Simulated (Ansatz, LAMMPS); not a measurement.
# Static equation of state of amorphous polycarbonate of ethylene (as short chains C26O24H38), from a frame at 300 K, (176 atoms)

Density of this cell: 1.29 g/cm³. The cell holds 176 atoms: 52 C, 48 O and 76 H. Cell: a = 12.605 Å, b = 11.875 Å, c = 12.593 Å, α = 88.9°, β = 89.9°, γ = 89.4°. The starting structure: 2 polycarbonate of ethylene chains of 8 units with methyl end groups placed at random, at 1.22 g/cm³; overlaps pushed apart, then 20 ps at 800 K with MMFF94 bonds, angles, torsions, charges and radii (Halgren, J. Comput. Chem. 17, 490 (1996)) in harmonic and 12-6 forms. Snapshot after 30 ps at 300 K and fixed volume.

Calculated with Ansatz 0.2.0: Kohn-Sham DFT, PBE+D4, PAW (set soft_2), plane waves; cutoff 420 eV, Γ point, gaussian smearing of 0.025 eV. Cell and atoms were relaxed first, to V0 = 10.708 Å³ an atom at a residual P0 = -0.003 GPa. The cell was then scaled evenly, and the atoms were relaxed at each volume.

| volume (Å³/atom) | pressure (GPa) |
| --- | --- |
| 9.6376 | ? |
| 10.066 | 0.4568 |
| 10.387 | 0.1846 |
| 11.030 | -0.1721 |
| 11.351 | -0.2905 |

Task: Fit the third-order Birch–Murnaghan equation to the rows given and extrapolate to the withheld row.

Worked fit:

Take the Eulerian strain f = ½[(V0/V)^(2/3) − 1] and the normalised pressure F = (P − P0) / [3f(1 + 2f)^(5/2)]. The third-order Birch–Murnaghan equation is then the line F = B0 + (3/2)B0(B′ − 4) f, so u = f and v = F.

```
      u = f  v = F (GPa)
  0.0210564      6.56294
  0.0102567      5.79062
-0.00975655      6.07663
 -0.0190504      5.54725
```

With n = 4: mean u = 6.2653e-4, mean v = 5.99436, Σ(u − ū)² = 0.0010051, Σ(u − ū)(v − v̄) = 0.017597. Slope b = 0.017597 / 0.0010051 = 17.508; intercept a = v̄ − b ū = 5.9834.

So B0 = a = 5.98 GPa and B′ = 4 + 2b/(3a) = 5.95. At the withheld volume f = 0.03638, F = a + b f = 6.620 GPa, and P = P0 + 3f(1 + 2f)^(5/2) F.

Prediction at 9.6376: 0.8585 GPa. The run gave 0.8199 GPa, so the fit is high by 0.039 GPa (4.7 % of the value).

The series isn't one smooth equation of state: even a line fitted to all rows, the withheld one included, misses F by up to 5.2 % and an atom moves over 0.5 Å in some relaxation. B0 and B′ are then only the numbers of this fit, not moduli of the material. Among the rows given, the largest miss of the fit is at 10.066, by 0.015 GPa (1.3 % of the range of the table).

Limits: Static cells at zero temperature; the cell shape is held. The program notes that the SCF threshold of these relaxations is loose for the stress. The network of contacts between molecules at the start is that of the classical potential that made the cell, and needn't be the one that DFT or experiment would give. Only the Γ point is sampled, in a cell whose shortest periodic width is 12 Å.

[Logs are printed without paths, hosts, clocks, repeated set-up lines and the standing remarks that a program may print on its own settings, such as how far it seeks lower states.]

[Hosts, paths, dates, database ids (printed as entryN), source tags and the programs' standing remarks are cut or masked in the printed files.]

[The MMFF94 radii named for the starting cell were scaled by 0.96; in molecules described by MMFF94, hydrogen bound to N, O or S took a small fixed 12-6 site in their place.]
